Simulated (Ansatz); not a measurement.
# CaMoO4 (I4_1/a): spin-orbit coupling beyond the local functionals

Wanted: gaps of CaMoO4 (I4_1/a) with and without spin-orbit coupling, with cost.

Main program and level: Ansatz 0.2.0; density functionals with and without spin-orbit coupling, plane waves, PAW.

**The experiments to reproduce.**

- Gap 4.5 ± 0.05 eV: direct optical gap from absorption edge; optical absorption; bulk crystal (thin platelet cleaved from flux-grown single crystal) (“The high-pressure behavior of CaMoO4”, 2017, arxiv:1709.09825).

This is a report of a sequence of runs, with most program output left out.

### 1. The starting structure

Symmetry: I4_1/a, No. 88, tetragonal system. The conventional cell has a = 5.224 Å, b = 5.224 Å, c = 11.428 Å, α = 90.00°, β = 90.00°, γ = 90.00°. Nearest to Ca lie 8 O at 2.44 to 2.47 Å. Nearest to Mo lie 4 O at 1.77 Å. Nearest to O lie 1 Mo at 1.77 Å and 2 Ca at 2.44 to 2.47 Å. Farther neighbours and most contacts between anions are not listed.

Coordinates:

```cif
data_structure
_symmetry_space_group_name_H-M 'I4_1/a:1'
_symmetry_Int_Tables_number 88
_cell_length_a 5.2236
_cell_length_b 5.2236
_cell_length_c 11.4285
_cell_angle_alpha 90.000
_cell_angle_beta 90.000
_cell_angle_gamma 90.000
_cell_volume 311.84
loop_
_atom_site_label
_atom_site_type_symbol
_atom_site_symmetry_multiplicity
_atom_site_Wyckoff_symbol
_atom_site_fract_x
_atom_site_fract_y
_atom_site_fract_z
_atom_site_occupancy
Ca1 Ca 4 a 0.00000 0.50000 0.25000 1
Mo1 Mo 4 b 0.50000 0.00000 0.25000 1
O1 O 16 f 0.64806 0.24336 0.33440 1
```

The cell and positions come from the Crystallography Open Database and are kept as given unless a step says otherwise. The default PAW set here is soft_2. Its files were made with PBE.

### 2. HSE06, 4×4×4 mesh

This step: DFT, HSE06, plane waves, PAW.

input.yaml

```yaml
crystal:
  lattice:
    - [-2.6118, 2.6118, 5.71425]
    - [2.6118, -2.6118, 5.71425]
    - [2.6118, 2.6118, -5.71425]
  atoms:
    - { symbol: Ca, position: [0.75, 0.25, 0.5] }
    - { symbol: Ca, position: [0.0, 0.0, 0.0] }
    - { symbol: Mo, position: [0.25, 0.75, 0.5] }
    - { symbol: Mo, position: [0.5, 0.5, 0.0] }
    - { symbol: O, position: [0.57776, 0.98246, 0.89142] }
    - { symbol: O, position: [0.73246, 0.34104, 0.9047] }
    - { symbol: O, position: [0.09104, 0.68634, 0.10858] }
    - { symbol: O, position: [0.43634, 0.82776, 0.0953] }
    - { symbol: O, position: [0.17224, 0.26754, 0.60858] }
    - { symbol: O, position: [0.01754, 0.90896, 0.5953] }
    - { symbol: O, position: [0.65896, 0.56366, 0.39142] }
    - { symbol: O, position: [0.31366, 0.42224, 0.4047] }
kpoints:
  mp_grid: { grid: [4, 4, 4] }
  band_path:
    path:
      - [0.0, 0.0, 0.0]
      - [0.0, 0.0, 0.5]
      - [0.25, 0.25, 0.25]
      - [0.0, 0.5, 0.0]
      - [0.5, 0.5, -0.5]
      - [0.30222776, 0.69777224, -0.30222776]
      - [-0.30222776, 0.30222776, 0.30222776]
      - [-0.10445551, 0.10445551, 0.5]
    npoints: 1
hamiltonian:
  xc: hse06
scf:
  occupations: { method: fixed }
  n_extra_bands: 8
output:
  eigenvalues: true
```

Started as:

```bash
> ansatz run input.yaml --threads 24 --pin off --max-ram 82944MiB --backend cuda --events-out ev --progress --plain --runs-dir out --devices 1 --max-vram 78GiB
```

Elapsed: 9.5 s, on 1 × NVIDIA GB200 (shared by 2 runs) with 24 threads of Arm Neoverse V2, shared host; peak memory 1.8 GiB; 86 s of CPU time.

Numbers from this step:

- gap: 4.931 eV
- valence top at: Γ
- conduction bottom at: Γ
- least direct gap: 4.931 eV
- exact-exchange fraction: 0.25

The gap is direct, at Γ.

### 3. HSE06+SOC, 4×4×4 mesh

Spin-orbit coupling can split or shift the edges; a non-collinear run measures by how much.

This step: DFT, HSE06 with spin-orbit coupling, plane waves, PAW.

Edit input.yaml of step 2 so:

```diff
@@ -35,3 +35,6 @@
   occupations: { method: fixed }
-  n_extra_bands: 8
+  n_extra_bands: 16
+magnetization:
+  noncollinear: true
+  spin_orbit: true
 output:
```

Run time: 26 s. Hardware: 1 × NVIDIA GB200 (shared by 2 runs) with 24 threads; peak memory 3.5 GiB.

This step gave:

```
gap                     : 4.925 eV
valence top at          : Γ
conduction bottom at    : Γ
least direct gap        : 4.925 eV
exact-exchange fraction : 0.25
```

The gap stands −0.01 eV against HSE06.

### 4. Together

Times are wall times on 1 × NVIDIA GB200 (shared by 2 runs) with 24 threads of Arm Neoverse V2, shared host, good to a factor of about two.

```tsv
level	gap (eV)	with coupling (eV)	change (eV)	time	with coupling
HSE06	4.93	4.92	−0.01	9.5 s	26 s
```

### 5. What came out

```
HSE06     : 4.93 eV
HSE06+SOC : 4.92 eV
```

In words: Spin-orbit coupling changes the gap by −0.01 eV and the least direct gap by −0.01 eV. Against experiment, by HSE06+SOC: the direct gap of 4.92 eV lies +0.42 eV from the measured 4.5 ± 0.05 eV (direct, 2017). An exciton line or allowed optical edge lies below the quasiparticle gap by the binding energy; a forbidden edge can push the onset above it. The lattice is static and excitons are left out.

[Paths, hosts, dates, memory and timing lines, banners, echoed tables and standing remarks are left out of the program output.]

[Logs are printed without paths, hosts, clocks, repeated set-up lines and the standing remarks that a program may print on its own settings, such as how far it seeks lower states.]

[Runs of the session that timed out or met a known fault of the program may be left out.]

[Cells called generated may have been cut or substituted from an entry of the Crystallography Open Database or the Materials Project.]

[Hosts, paths, dates, database ids (printed as entryN), source tags and the programs' standing remarks are cut or masked in the printed files.]
